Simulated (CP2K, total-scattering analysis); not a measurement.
# acetonitrile: neutron weights and totals by hand

A simulated model of acetonitrile at 300 K, fixed volume, from ab initio molecular dynamics with CP2K (revPBE-D3(BJ), Gaussian and plane waves, DZVP-MOLOPT-SR basis, GTH potentials, 300 Ry, CSVR thermostat, no spin, fixed volume, H with the mass of D). The average runs over 0.61 ps of 96 atoms, so shells between rare elements are rough. Mean temperature 300 K, largest m.s.d. 2.98 Å², energy drift -2 meV an atom (last third less first, no steady trend); the first quarter of the run is discarded. Start: last frame of a classical run of this cell at the same density and temperature. So short a stretch relaxes bonds and nearest shells but still remembers its start. It is a liquid as far as so short a run tells. Atom fractions C 0.3333, N 0.1667, H 0.5000; masses C 12.011, N 14.007, H 1.008 u; density 0.7800 g/cm³; coherent lengths C 6.6472, N 9.36, H 6.6681 fm (H as D). Faber–Ziman partials at a few Q:

| Q (Å⁻¹) | S C–N | S C–C | S C–H | S H–H | S N–H | S N–N |
| --- | --- | --- | --- | --- | --- | --- |
| 1.30 | 0.789 | 0.825 | 2.232 | 1.751 | -1.758 | 0.658 |
| 1.60 | 2.019 | 4.997 | 3.729 | 2.261 | -1.233 | 2.900 |
| 4.40 | 0.378 | 0.919 | 0.507 | 1.461 | 1.368 | 0.868 |

The pair function g(HH), r in Å, every 0.06 Å up to its first minimum: 1.59 0.03, 1.65 0.72, 1.71 4.75, 1.77 9.37, 1.83 7.23, 1.89 2.30, 1.95 0.38, 2.01 0.02, 2.07 0.06.

**Tasks.** (a) The number density. (b) The neutron weights. (c) The neutron S(Q) at the listed Q. (d) The number of H around H.

(a) The mean mass is 0.3333×12.011 + 0.1667×14.007 + 0.5000×1.008 = 6.842 u, so ρ₀ = 0.7800/(6.842 × 1.66054) = 0.06865 Å⁻³.

(b) ⟨b⟩ = 0.3333×6.6472 + 0.1667×9.36 + 0.5000×6.6681 = 7.110 fm. The weight of a pair is ci cj bi bj (2 − δij)/⟨b⟩²: C–N 0.137, C–C 0.097, C–H 0.292, H–H 0.220, N–H 0.206, N–N 0.048; they sum to 1.000.

(c) S = 1 + Σ w (Sij − 1). At 1.30 Å⁻¹: 1 − 0.029 − 0.017 + 0.360 + 0.165 − 0.568 − 0.016 = 0.895; C–H pushes up most; N–H pulls down most. At 1.60 Å⁻¹: 1 + 0.139 + 0.388 + 0.798 + 0.277 − 0.460 + 0.092 = 2.234; C–H pushes up most; N–H pulls down most. At 4.40 Å⁻¹: 1 − 0.085 − 0.008 − 0.144 + 0.101 + 0.076 − 0.006 = 0.934; H–H pushes up most; C–H pulls down most.

(d) n = 4πρ₀ c(H) Σ r² g Δr. The sum Σ r² g over the listed points is 79.5 Å², so n = 4π × 0.06865 × 0.5000 × 79.5 × 0.06 = 2.06; counting pairs in the frames up to 2.10 Å gives 2.02; the coarse grid and the factor (N − 1)/N for like atoms account for the difference.
